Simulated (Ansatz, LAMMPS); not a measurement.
# Squeezing and shearing glassy 63SiO2-14B2O3-11Na2O-11CaO (mol %) (111 atoms)

How stiff is glassy 63SiO2-14B2O3-11Na2O-11CaO (mol %) (111 atoms), and how do its levels respond to strain?

Main program and level: Ansatz 0.2.0; Kohn-Sham DFT, RPBE, PAW (set soft_2), plane waves.

## (1) The starting structure

The cell holds 111 atoms: 22 Si, 10 B, 8 Na, 4 Ca and 67 O. Cell: a = 11.109 Å, b = 11.109 Å, c = 11.109 Å, α = 90.0°, β = 90.0°, γ = 90.0°. 111 atoms (22 Si, 10 B, 8 Na, 4 Ca, 67 O) placed at random at 2.33 g/cm³, melted at 3000 K for 20 ps at fixed volume with the Buckingham and Coulomb pair potential of Guillot and Sator (Geochim. Cosmochim. Acta 71, 1249 (2007)) with the boron terms of Wang et al. (J. Non-Cryst. Solids 498, 294 (2018)). Quenched from 3000 K to 300 K at 100 K/ps and fixed volume, held 10 ps at zero pressure.

Limits known from the start: The quench rate of 100 K/ps is orders of magnitude faster than experiment, which tends to freeze in extra defects. The starting topology of bonds comes from the classical model, and needn't be the one that DFT or experiment would give. Only the Γ point is sampled.

## (2) Single point at the start

A single point comes first, to see the forces before anything moves.

input.yaml

```yaml
crystal:
  lattice:
    - [11.10884, 0.0, 0.0]
    - [0.0, 11.10884, 0.0]
    - [0.0, 0.0, 11.10884]
  atoms:
    - { symbol: Si, position: [0.04316, 0.65777, 0.32149] }
    - { symbol: Si, position: [0.23616, 0.92844, 0.44675] }
    - { symbol: Si, position: [0.56526, 0.9513, 0.13396] }
    - { symbol: Si, position: [0.17104, 0.2381, 0.17333] }
    - { symbol: Si, position: [0.84952, 0.29116, 0.85701] }
    - { symbol: Si, position: [0.37889, 0.75553, 0.12142] }
    - { symbol: Si, position: [0.01605, 0.4757, 0.10723] }
    - { symbol: Si, position: [0.18862, 0.37393, 0.66311] }
    - { symbol: Si, position: [0.73167, 0.89594, 0.9061] }
    - { symbol: Si, position: [0.12567, 0.10174, 0.60752] }
    - { symbol: Si, position: [0.75292, 0.49568, 0.56682] }
    - { symbol: Si, position: [0.99239, 0.86803, 0.86465] }
    - { symbol: Si, position: [0.63623, 0.74235, 0.32044] }
    - { symbol: Si, position: [0.36402, 0.35109, 0.90364] }
    - { symbol: Si, position: [0.33291, 0.70619, 0.74934] }
    - { symbol: Si, position: [0.556, 0.54717, 0.13114] }
    - { symbol: Si, position: [0.50849, 0.89839, 0.52896] }
    - { symbol: Si, position: [0.16866, 0.66256, 0.9567] }
    - { symbol: Si, position: [0.53602, 0.40617, 0.71694] }
    - { symbol: Si, position: [0.50582, 0.11882, 0.65922] }
    - { symbol: Si, position: [0.895, 0.94809, 0.60689] }
    - { symbol: Si, position: [0.31328, 0.61199, 0.33293] }
    - { symbol: B, position: [0.95499, 0.08526, 0.99127] }
    - { symbol: B, position: [0.34622, 0.41546, 0.15992] }
    - { symbol: B, position: [0.9485, 0.48951, 0.70908] }
    - { symbol: B, position: [0.56813, 0.76678, 0.75733] }
    - { symbol: B, position: [0.29025, 0.12113, 0.96746] }
    - { symbol: B, position: [0.28122, 0.97904, 0.77471] }
    - { symbol: B, position: [0.34613, 0.52747, 0.56015] }
    - { symbol: B, position: [0.74423, 0.08449, 0.75042] }
    - { symbol: B, position: [0.83536, 0.72178, 0.46058] }
    - { symbol: B, position: [0.75326, 0.41627, 0.05515] }
    - { symbol: Na, position: [0.3885, 0.11852, 0.32768] }
    - { symbol: Na, position: [0.02645, 0.00242, 0.33956] }
    - { symbol: Na, position: [0.79734, 0.52126, 0.28395] }
    - { symbol: Na, position: [0.17044, 0.92449, 0.12123] }
    - { symbol: Na, position: [0.8887, 0.24166, 0.23047] }
    - { symbol: Na, position: [0.6084, 0.20536, 0.01399] }
    - { symbol: Na, position: [0.06856, 0.3702, 0.41003] }
    - { symbol: Na, position: [0.86672, 0.23723, 0.54105] }
    - { symbol: Ca, position: [0.07345, 0.69663, 0.60868] }
    - { symbol: Ca, position: [0.75364, 0.59155, 0.87069] }
    - { symbol: Ca, position: [0.57621, 0.2815, 0.30917] }
    - { symbol: Ca, position: [0.84336, 0.85132, 0.15936] }
    - { symbol: O, position: [0.86041, 0.83613, 0.51948] }
    - { symbol: O, position: [0.4983, 0.39612, 0.8583] }
    - { symbol: O, position: [0.289, 0.51904, 0.21717] }
    - { symbol: O, position: [0.4772, 0.68806, 0.78392] }
    - { symbol: O, position: [0.09147, 0.76794, 0.89314] }
    - { symbol: O, position: [0.77505, 0.02706, 0.6362] }
    - { symbol: O, position: [0.67173, 0.51859, 0.05021] }
    - { symbol: O, position: [0.22245, 0.06747, 0.50265] }
    - { symbol: O, position: [0.91594, 0.40739, 0.80435] }
    - { symbol: O, position: [0.00943, 0.53319, 0.24386] }
    - { symbol: O, position: [0.3006, 0.30686, 0.21194] }
    - { symbol: O, position: [0.24468, 0.73324, 0.06136] }
    - { symbol: O, position: [0.37783, 0.20841, 0.93838] }
    - { symbol: O, position: [0.12065, 0.24897, 0.62645] }
    - { symbol: O, position: [0.11535, 0.86437, 0.49208] }
    - { symbol: O, position: [0.94971, 0.66096, 0.43563] }
    - { symbol: O, position: [0.4379, 0.8906, 0.10406] }
    - { symbol: O, position: [0.91536, 0.61137, 0.74078] }
    - { symbol: O, position: [0.3951, 0.55609, 0.43922] }
    - { symbol: O, position: [0.17706, 0.64453, 0.37851] }
    - { symbol: O, position: [0.1688, 0.02546, 0.72639] }
    - { symbol: O, position: [0.54753, 0.8499, 0.66725] }
    - { symbol: O, position: [0.89041, 0.45632, 0.59493] }
    - { symbol: O, position: [0.26091, 0.93968, 0.30619] }
    - { symbol: O, position: [0.09926, 0.19071, 0.29306] }
    - { symbol: O, position: [0.78589, 0.74148, 0.33633] }
    - { symbol: O, position: [0.47825, 0.43062, 0.1787] }
    - { symbol: O, position: [0.98656, 0.05779, 0.58269] }
    - { symbol: O, position: [0.55607, 0.08318, 0.1997] }
    - { symbol: O, position: [0.09039, 0.55893, 0.01438] }
    - { symbol: O, position: [0.33154, 0.41608, 0.0287] }
    - { symbol: O, position: [0.64983, 0.95115, 0.01113] }
    - { symbol: O, position: [0.75894, 0.63909, 0.52456] }
    - { symbol: O, position: [0.62974, 0.8398, 0.20973] }
    [... 27 atom lines left out ...]
    - { symbol: O, position: [0.66616, 0.47576, 0.6836] }
    - { symbol: O, position: [0.86722, 0.82812, 0.94241] }
    - { symbol: O, position: [0.69332, 0.41626, 0.45402] }
    - { symbol: O, position: [0.29572, 0.64318, 0.61765] }
    - { symbol: O, position: [0.78912, 0.01689, 0.8497] }
    - { symbol: O, position: [0.08045, 0.47307, 0.68801] }
kpoints:
  mp_grid: { grid: [1, 1, 1] }
hamiltonian:
  xc: rpbe
scf:
  occupations: { method: fermi_dirac, width: 0.05 }
output:
  forces: true
```

Started as:

```bash
$ ansatz run input.yaml --threads 4 --pin off --max-ram 8192MiB --backend cpu --events-out ev --progress --plain --runs-dir out
```

Numbers of over 12 decimals in the logs are rounded to 6 here.

Log:

```text
[...]
Pseudopotentials: kind: paw
Pseudopotential: Si, paw, valence charge 4, recommended cutoff 420 eV (normal), Si.paw.azcp
Pseudopotential: B, paw, valence charge 3, recommended cutoff 420 eV (normal), B.paw.azcp
Pseudopotential: Na, paw, valence charge 9, recommended cutoff 420 eV (normal), Na.paw.azcp
Pseudopotential: Ca, paw, valence charge 10, recommended cutoff 420 eV (normal), Ca.paw.azcp
Pseudopotential: O, paw, valence charge 6, recommended cutoff 420 eV (normal), O.paw.azcp
[... 5 lines on functional and potentials left out ...]
Crystal: 111 atoms, lattice volume = 1370.901 Å³
Basis set: ecut = 420 eV, 26865 PW (Γ), exchange–correlation on 150×150×150 points (8 copies of the dense FFT grid, shifted against one another)
Bands: 427, of which v1, the nominal top of the filled ones, is band 316 counted from 1 (315 counted from 0)
Symmetry: 1 space group operations
Space group: P1 (ITA 1), of the structure as read, at distance tolerance 1.1e-4 Å
k-points: 1
[... 16 lines on functional and potentials left out ...]
Initial density: superposition of atomic densities (neutral atoms: chi_scale 0, normalization atom), corrected by the library's trained network
Initial wavefunctions: pseudopotential atomic-orbital guess
[...]
SCF iter   1: F=—  HF=-73065.311218 eV  |F-HF|=—  |Δ(HF+E_count)|=         —  Δρ=5.08e-3  dr2=4.91e-1  ethr=1.77e-3  ⟨swp⟩=7.0  Hψ=2069  notcnv=0  defer=90
preconditioner: auto → Resta (q_TF=auto, 2.398 Å⁻¹)  ε∞=3.1  [insulator: Δε(μ)=2.208 eV  Ē_g=17.125 eV  σ=0.050 eV  W_gap=1.00  n_scr=304 (ndim 8)  ℏωp=24.7 eV  f_vac=0.125  D(μ)=0.00/eV (n_scr^D=0)  ε∞_Penn≈3.1]
SCF iter   2: F=—  HF=-73065.238152 eV  |F-HF|=—  |Δ(HF+E_count)|=   7.31e-2  Δρ=2.65e-3  dr2=9.86e-2  ethr=7.77e-5  ⟨swp⟩=2.0  Hψ=703  notcnv=0  defer=105
SCF iter   3: F=—  HF=-73065.234293 eV  |F-HF|=—  |Δ(HF+E_count)|=   3.86e-3  Δρ=1.08e-3  dr2=3.10e-2  ethr=1.56e-5  ⟨swp⟩=2.0  Hψ=532  notcnv=0  defer=44
automatic band count: iteration 3 solves 366 bands in place of 427: the levels show a gap, and the empty bands left out lie too high to hold charge; the band table lists the bands solved (type scf.n_extra_bands for more)
SCF iter   4: F=—  HF=-73065.234872 eV  |F-HF|=—  |Δ(HF+E_count)|=   5.78e-4  Δρ=4.57e-4  dr2=3.07e-3  ethr=4.90e-6  ⟨swp⟩=3.0  Hψ=630  notcnv=0  defer=44
SCF iter   5: F=—  HF=-73065.235586 eV  |F-HF|=—  |Δ(HF+E_count)|=   7.14e-4  Δρ=2.10e-4  dr2=6.69e-4  ethr=4.87e-7  ⟨swp⟩=2.0  Hψ=532  notcnv=0  defer=44
[...]
SCF iter  10: F=—  HF=-73065.233407 eV  |F-HF|=—  |Δ(HF+E_count)|=   1.09e-6  Δρ=3.68e-6  dr2=1.91e-7  ethr=1.32e-10  ⟨swp⟩=2.0  Hψ=623  notcnv=0  defer=44
SCF iter  11: F=-73065.233408 eV  HF=-73065.233408 eV  |F-HF|=3.80e-8  |Δ(HF+E_count)|=   2.15e-7  Δρ=1.09e-6  dr2=1.92e-8  ethr=1.58e-11  ⟨swp⟩=4.0  Hψ=1208  notcnv=0
SCF 1 converged in 11 iterations: F = -73065.233408 eV  dr2 = 1.92e-8
[...]
SCF converged after 11 iterations
Free energy (F): -73065.233408 eV
Harris-Foulkes:  -73065.233408 eV  (|F-HF|=3.80e-8)
Internal energy: -73065.233407 eV  (E = F + TS)
E sigma→0 (E₀):  -73065.233408 eV
Entropy (-TS):   -0.000000 eV (-0.000 meV/atom)
Fermi energy:    5.942563 eV
--- Per-component energies (eV) ---
[...]
Σ components = -73065.233408   (vs F -73065.233408, Δ=0.00e0)
--- Forces (eV/Å), atoms counted from 1 ---
  atom   1  Si    -0.03887705     2.00107347    -0.37915046
  atom   2  Si     0.61233343    -0.60963258     0.11713730
  atom   3  Si    -0.20495760     0.67954749     1.05038226
  atom   4  Si     0.84939345     0.89443975     1.23104013
[...]
atom 111  O      0.62975899     0.36090783    -0.33883438
  max |Σ_I F_I| component: 1.26e-4 eV/Å
```

Elapsed: 6.4 s, on 4 threads of AMD EPYC 9R45, shared host; peak memory 2 GiB.

In the SCF lines HF is the Harris–Foulkes energy and dr2 the Hartree energy of the density residual, in eV; the loop may stop once dr2 is under the threshold and the program's other checks hold. Hψ counts applications of the Hamiltonian.

The r.m.s. force at the start is 1.1 eV/Å.

## (3) Cell and atoms relaxed

Cell and atoms are freed together, to release stress as well as forces.

input.yaml

```yaml
crystal:
  lattice:
    - [11.10884, 0.0, 0.0]
    - [0.0, 11.10884, 0.0]
    - [0.0, 0.0, 11.10884]
  atoms:
    [... the 111 atom lines of step 2 ...]
kpoints:
  mp_grid: { grid: [1, 1, 1] }
hamiltonian:
  xc: rpbe
scf:
  occupations: { method: fermi_dirac, width: 0.05 }
output:
  forces: true
relax:
  f_tol: 0.05
  max_steps: 150
  cell: {}
```

Log:

```text
[...]
Crystal: 111 atoms, lattice volume = 1370.901 Å³
Basis set: ecut = 420 eV, 26865 PW (Γ), exchange–correlation on 150×150×150 points (8 copies of the dense FFT grid, shifted against one another)
Bands: 427, of which v1, the nominal top of the filled ones, is band 316 counted from 1 (315 counted from 0)
Symmetry: 1 space group operations
[...]
k-points: 1
[...]
SCF iter   1: F=—  HF=-73065.311217 eV  |F-HF|=—  |Δ(HF+E_count)|=         —  Δρ=5.08e-3  dr2=4.91e-1  ethr=1.77e-3  ⟨swp⟩=7.0  Hψ=2069  notcnv=0  defer=90
[...]
SCF iter  10: F=—  HF=-73065.233407 eV  |F-HF|=—  |Δ(HF+E_count)|=   1.02e-6  Δρ=3.46e-6  dr2=1.73e-7  ethr=1.24e-10  ⟨swp⟩=2.0  Hψ=623  notcnv=0  defer=105
SCF iter  11: F=-73065.233408 eV  HF=-73065.233408 eV  |F-HF|=3.83e-8  |Δ(HF+E_count)|=   2.22e-7  Δρ=1.08e-6  dr2=1.90e-8  ethr=1.58e-11  ⟨swp⟩=4.0  Hψ=1107  notcnv=0
SCF 1 converged in 11 iterations: F = -73065.233408 eV  dr2 = 1.90e-8
[...]
relax step   1: F+E_penalty+E_count = -73065.23340756 eV  Δ(F+E_penalty+E_count) = +0.000e0 eV  max|allowed force component| = 4.629e0 eV/Å  Δτ_max = 0.0000 Å  P = +2.726 GPa  Ω = 1370.901 Å³  (11 SCF iters, dr2 threshold 1.00e-7 eV, accepted)
[... from here on, the SCF cycles and remarks between the steps are left out ...]
relax step   2: F+E_penalty+E_count = -73070.79877729 eV  Δ(F+E_penalty+E_count) = -5.565e0 eV  max|allowed force component| = 2.599e0 eV/Å  Δτ_max = 0.1949 Å  P = +1.397 GPa  Ω = 1382.698 Å³  energy of the carried Pulay correction = -3.591e-2 eV  (8 SCF iters, dr2 threshold 1.11e-5 eV, accepted)
relax step   3: F+E_penalty+E_count = -73073.90939108 eV  Δ(F+E_penalty+E_count) = -3.111e0 eV  max|allowed force component| = 7.367e-1 eV/Å  Δτ_max = 0.1952 Å  P = +0.271 GPa  Ω = 1395.061 Å³  energy of the carried Pulay correction = -7.322e-2 eV  (8 SCF iters, dr2 threshold 1.11e-5 eV, accepted)
relax step   4: F+E_penalty+E_count = -73074.78517649 eV  Δ(F+E_penalty+E_count) = -8.758e-1 eV  max|allowed force component| = 7.778e-1 eV/Å  Δτ_max = 0.1982 Å  P = -0.180 GPa  Ω = 1408.380 Å³  energy of the carried Pulay correction = -1.130e-1 eV  (7 SCF iters, dr2 threshold 1.11e-5 eV, accepted)
relax step   5: F+E_penalty+E_count = -73075.19055828 eV  Δ(F+E_penalty+E_count) = -4.054e-1 eV  max|allowed force component| = 4.214e-1 eV/Å  Δτ_max = 0.1950 Å  P = -0.255 GPa  Ω = 1416.323 Å³  energy of the carried Pulay correction = -1.366e-1 eV  (7 SCF iters, dr2 threshold 1.11e-5 eV, accepted)
relax step   6: F+E_penalty+E_count = -73075.44003855 eV  Δ(F+E_penalty+E_count) = -2.495e-1 eV  max|allowed force component| = 3.826e-1 eV/Å  Δτ_max = 0.1958 Å  P = -0.095 GPa  Ω = 1421.212 Å³  energy of the carried Pulay correction = -1.511e-1 eV  (7 SCF iters, dr2 threshold 1.11e-5 eV, accepted)
relax step   7: F+E_penalty+E_count = -73075.59062415 eV  Δ(F+E_penalty+E_count) = -1.506e-1 eV  max|allowed force component| = 2.668e-1 eV/Å  Δτ_max = 0.1950 Å  P = -0.046 GPa  Ω = 1425.491 Å³  energy of the carried Pulay correction = -1.636e-1 eV  (7 SCF iters, dr2 threshold 9.15e-6 eV, accepted)
relax step   8: F+E_penalty+E_count = -73075.70722808 eV  Δ(F+E_penalty+E_count) = -1.166e-1 eV  max|allowed force component| = 1.835e-1 eV/Å  Δτ_max = 0.1951 Å  P = +0.017 GPa  Ω = 1426.762 Å³  energy of the carried Pulay correction = -1.674e-1 eV  (7 SCF iters, dr2 threshold 4.45e-6 eV, accepted)
relax step   9: F+E_penalty+E_count = -73075.79732611 eV  Δ(F+E_penalty+E_count) = -9.010e-2 eV  max|allowed force component| = 1.306e-1 eV/Å  Δτ_max = 0.1904 Å  P = -0.018 GPa  Ω = 1428.845 Å³  energy of the carried Pulay correction = -1.735e-1 eV  (8 SCF iters, dr2 threshold 2.10e-6 eV, accepted)
relax step  10: F+E_penalty+E_count = -73075.87775041 eV  Δ(F+E_penalty+E_count) = -8.042e-2 eV  max|allowed force component| = 1.473e-1 eV/Å  Δτ_max = 0.1952 Å  P = -0.019 GPa  Ω = 1429.281 Å³  energy of the carried Pulay correction = -1.748e-1 eV  (8 SCF iters, dr2 threshold 1.07e-6 eV, accepted)
relax step  11: F+E_penalty+E_count = -73075.95126031 eV  Δ(F+E_penalty+E_count) = -7.351e-2 eV  max|allowed force component| = 1.485e-1 eV/Å  Δτ_max = 0.1952 Å  P = +0.006 GPa  Ω = 1429.459 Å³  energy of the carried Pulay correction = -1.753e-1 eV  (8 SCF iters, dr2 threshold 1.36e-6 eV, accepted)
relax step  12: F+E_penalty+E_count = -73076.00789337 eV  Δ(F+E_penalty+E_count) = -5.663e-2 eV  max|allowed force component| = 1.290e-1 eV/Å  Δτ_max = 0.1934 Å  P = -0.038 GPa  Ω = 1430.006 Å³  energy of the carried Pulay correction = -1.769e-1 eV  (8 SCF iters, dr2 threshold 1.38e-6 eV, accepted)
relax step  13: F+E_penalty+E_count = -73076.04017367 eV  Δ(F+E_penalty+E_count) = -3.228e-2 eV  max|allowed force component| = 1.060e-1 eV/Å  Δτ_max = 0.1951 Å  P = +0.003 GPa  Ω = 1429.466 Å³  energy of the carried Pulay correction = -1.753e-1 eV  (8 SCF iters, dr2 threshold 1.04e-6 eV, accepted)
relax step  14: F+E_penalty+E_count = -73075.97039778 eV  Δ(F+E_penalty+E_count) = +6.978e-2 eV  max|allowed force component| = 4.247e-1 eV/Å  Δτ_max = 0.2000 Å  P = +0.094 GPa  Ω = 1428.887 Å³  energy of the carried Pulay correction = -1.736e-1 eV  (8 SCF iters, dr2 threshold 7.03e-7 eV, rejected (line search))
relax step  15: F+E_penalty+E_count = -73076.05536184 eV  Δ(F+E_penalty+E_count) = -1.519e-2 eV  max|allowed force component| = 9.851e-2 eV/Å  Δτ_max = 0.0679 Å  P = +0.005 GPa  Ω = 1429.653 Å³  energy of the carried Pulay correction = -1.759e-1 eV  (12 SCF iters, accepted)
relax step  16: F+E_penalty+E_count = -73076.05109282 eV  Δ(F+E_penalty+E_count) = +4.269e-3 eV  max|allowed force component| = 1.496e-1 eV/Å  Δτ_max = 0.1000 Å  P = -0.023 GPa  Ω = 1430.851 Å³  energy of the carried Pulay correction = -1.794e-1 eV  (8 SCF iters, dr2 threshold 6.07e-7 eV, rejected (line search))
relax step  17: F+E_penalty+E_count = -73076.06337407 eV  Δ(F+E_penalty+E_count) = -8.012e-3 eV  max|allowed force component| = 5.226e-2 eV/Å  Δτ_max = 0.0485 Å  P = +0.005 GPa  Ω = 1429.816 Å³  energy of the carried Pulay correction = -1.763e-1 eV  (10 SCF iters, accepted)
relax step  18: F+E_penalty+E_count = -73076.06544723 eV  Δ(F+E_penalty+E_count) = -2.073e-3 eV  max|allowed force component| = 5.434e-2 eV/Å  Δτ_max = 0.0500 Å  P = +0.022 GPa  Ω = 1429.903 Å³  energy of the carried Pulay correction = -1.766e-1 eV  (8 SCF iters, dr2 threshold 1.71e-7 eV, accepted)
relax step  19: F+E_penalty+E_count = -73076.06653390 eV  Δ(F+E_penalty+E_count) = -1.087e-3 eV  max|allowed force component| = 4.042e-2 eV/Å  Δτ_max = 0.0185 Å  P = -0.017 GPa  Ω = 1430.236 Å³  energy of the carried Pulay correction = -1.776e-1 eV  (7 SCF iters, dr2 threshold 1.85e-7 eV, accepted)
relax step  20: F+E_penalty+E_count = -73076.37126407 eV  Δ(F+E_penalty+E_count) = -3.047e-1 eV  max|allowed force component| = 4.167e-2 eV/Å  Δτ_max = 0.0000 Å  P = +0.361 GPa  Ω = 1430.236 Å³  stress off target by 6.70e-1 GPa  SCF on the basis re-selected at this cell (its energy is not comparable with the rows above)  (9 SCF iters)
relax step  21: F+E_penalty+E_count = -73076.35318692 eV  Δ(F+E_penalty+E_count) = +1.808e-2 eV  max|allowed force component| = 7.403e-2 eV/Å  Δτ_max = 0.0279 Å  P = -0.175 GPa  Ω = 1440.037 Å³  energy of the carried Pulay correction = -3.136e-2 eV  (7 SCF iters, dr2 threshold 1.12e-6 eV, accepted)
relax step  22: F+E_penalty+E_count = -73076.36257912 eV  Δ(F+E_penalty+E_count) = -9.392e-3 eV  max|allowed force component| = 9.635e-2 eV/Å  Δτ_max = 0.0158 Å  P = -0.088 GPa  Ω = 1438.720 Å³  energy of the carried Pulay correction = -2.705e-2 eV  (7 SCF iters, dr2 threshold 3.43e-7 eV, accepted)
relax step  23: F+E_penalty+E_count = -73076.33187250 eV  Δ(F+E_penalty+E_count) = +3.071e-2 eV  max|allowed force component| = 2.802e-1 eV/Å  Δτ_max = 0.1638 Å  P = +0.068 GPa  Ω = 1440.367 Å³  energy of the carried Pulay correction = -3.249e-2 eV  (8 SCF iters, dr2 threshold 5.80e-7 eV, rejected (line search))
relax step  24: F+E_penalty+E_count = -73076.36676284 eV  Δ(F+E_penalty+E_count) = -4.184e-3 eV  max|allowed force component| = 5.678e-2 eV/Å  Δτ_max = 0.0492 Å  P = +0.021 GPa  Ω = 1438.632 Å³  energy of the carried Pulay correction = -2.680e-2 eV  (12 SCF iters, accepted)
relax step  25: F+E_penalty+E_count = -73076.35840021 eV  Δ(F+E_penalty+E_count) = +8.363e-3 eV  max|allowed force component| = 8.241e-2 eV/Å  Δτ_max = 0.0473 Å  P = -0.002 GPa  Ω = 1439.913 Å³  energy of the carried Pulay correction = -3.094e-2 eV  (8 SCF iters, dr2 threshold 2.02e-7 eV, rejected (line search))
relax step  26: F+E_penalty+E_count = -73076.36512365 eV  Δ(F+E_penalty+E_count) = +1.639e-3 eV  max|allowed force component| = 4.117e-2 eV/Å  Δτ_max = 0.0232 Å  P = +0.004 GPa  Ω = 1439.469 Å³  energy of the carried Pulay correction = -2.954e-2 eV  (10 SCF iters, accepted)
relax step  27: F+E_penalty+E_count = -73076.40258546 eV  Δ(F+E_penalty+E_count) = -3.746e-2 eV  max|allowed force component| = 4.114e-2 eV/Å  Δτ_max = 0.0000 Å  P = +0.016 GPa  Ω = 1439.469 Å³  stress off target by 4.43e-2 GPa  SCF on the basis re-selected at this cell (its energy is not comparable with the rows above)  (7 SCF iters)
[...]
SCF converged after 7 iterations
Free energy (F): -73076.402585 eV
[...]
Internal energy: -73076.402585 eV  (E = F + TS)
E sigma→0 (E₀):  -73076.402585 eV
Fermi energy:    5.823564 eV
[...]
Σ components = -73076.402585   (vs F -73076.402585, Δ=0.00e0)
--- Forces (eV/Å), atoms counted from 1 ---
  atom   1  Si    -0.00074041     0.01189280    -0.00590571
  atom   2  Si     0.00801167    -0.00279968     0.00997314
  atom   3  Si     0.00485952     0.00249350    -0.01351576
  atom   4  Si     0.00327894     0.01025316    -0.00433748
[...]
atom 111  O     -0.00000999     0.00514455    -0.00143134
  max |Σ_I F_I| component: 9.96e-5 eV/Å
--- Stress (GPa, compression-positive) ---
        0.023056      -0.010761       0.011166
       -0.010766      -0.010484      -0.007144
        0.011168      -0.007142       0.035067
  P = ⅓ Tr σ = 0.0159 GPa (0.159 kbar)
--- Relaxed structure (25 steps of the walk, 21 accepted, 2 SCFs on fresh bases) ---
  F+E_penalty+E_count = -73076.40258546 eV   max|allowed force component| = 4.114e-2 eV/Å   (the final SCF, on the basis selected at the relaxed cell)
  cell:  # Å, volume = 1439.4694 Å³
    - [11.583587, -0.194017, 0.060031]
    - [-0.194017, 10.902022, -0.066709]
    - [0.060031, -0.066709, 11.402728]
  atoms:
    - { symbol: Si, position: [0.037177, 0.668848, 0.314566] }
    - { symbol: Si, position: [0.244948, 0.931653, 0.447240] }
    - { symbol: Si, position: [0.575380, 0.953177, 0.138049] }
    - { symbol: Si, position: [0.169656, 0.253984, 0.153760] }
[...]
- { symbol: O, position: [0.072412, 0.473730, 0.682021] }
```

Run time: 2.7 min. Hardware: 4 threads; peak memory 2.2 GiB; 10 min of CPU time.

The relaxation converged after 25 steps, with a largest force component of 0.041 eV/Å.

(Continued in part 2 of 3.)

[Logs are printed without paths, hosts, clocks, repeated set-up lines and the standing remarks that a program may print on its own settings, such as how far it seeks lower states.]

[Hosts, paths, dates, database ids (printed as entryN), source tags and the programs' standing remarks are cut or masked in the printed files.]
